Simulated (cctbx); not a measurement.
# Which space group?

Cell: a = 9.1970 Å, b = 9.6210 Å, c = 9.6680 Å, α = 90.00°, β = 90.00°, γ = 90.00°. Expected content of the cell: Dy8 Sm16 Rh4 Co8.

The data are simulated with cctbx, not measured: Mo Kα, λ = 0.71073 Å, to d = 0.84 Å, 70 % of the full sphere, strongest reflection 70000 counts, noise from counting, a 1.5 % proportional error and a noise floor of 8 counts (s.d.); no absorption, some extinction.

Tests on the unmerged data give:

```text
4211 reflections to d = 0.841 A
centring   violations  <I/sigma> of those
    A        997 of  2097     17.6
    B        955 of  2103     15.7
    C        994 of  2098     17.5
    I          0 of  2108     -0.0
    R       1306 of  2808     16.9
    F       1473 of  3149     17.0
Laue class    unique    Rint  (classes that these axes allow; Friedel mates merged)
I 1 2/m 1         783   0.013
I 1 1 2/m         787   0.012
I 2/m 1 1         786   0.013
I m m m           448   0.014
space group    extra absences  I>4sigma  <I/sigma>
I 2 2 2                 0          0         -  acentric
I 21 21 21              0          0         -  acentric
I m m 2                 0          0         -  acentric
I 2 m m                 0          0         -  acentric
I m 2 m                 0          0         -  acentric
I m m m                 0          0         -  centric
Wilson B = 1.35 A^2   <|E^2-1|> = 0.833 (0.968 centric, 0.736 acentric)   E^2>4: 2.5 %
shell (A)         n   <I/sigma>
 6.82 - 1.67     64     71.2
 1.67 - 1.33     58     76.2
 1.33 - 1.17     58     67.5
 1.17 - 1.06     57     75.4
 1.06 - 0.98     51     69.3
 0.98 - 0.93     55     65.9
 0.93 - 0.88     55     58.3
 0.88 - 0.84     50     57.0
```

**Question.** What are the lattice type, the Laue class and the likely space group?

The reflections that I centring forbids are absent (⟨I/σ⟩ near 0), so the lattice is I.

Rint stays low (0.012 to 0.014) up to I m m m, the highest class in these axes.

6 settings pass the absence test. No glide or screw absences show, which leaves I 2 2 2, I 21 21 21, I m m 2, I 2 m m, I m 2 m and I m m m.

⟨|E²−1|⟩ = 0.833 lies between the two ideal values. The Wilson B of 1.35 Å² means U ≈ 0.0171 Å².

The true group is Immm (no. 71), Laue class mmm, centrosymmetric. The tables only narrow the choice to the tied entries; cell content, site symmetry and trial solutions must settle it.

The model is made up (kin elements in a known structure type, no relaxation), so it says nothing on whether the phase exists.

[Logs are printed without paths, hosts, clocks, repeated set-up lines and the standing remarks that a program may print on its own settings, such as how far it seeks lower states.]
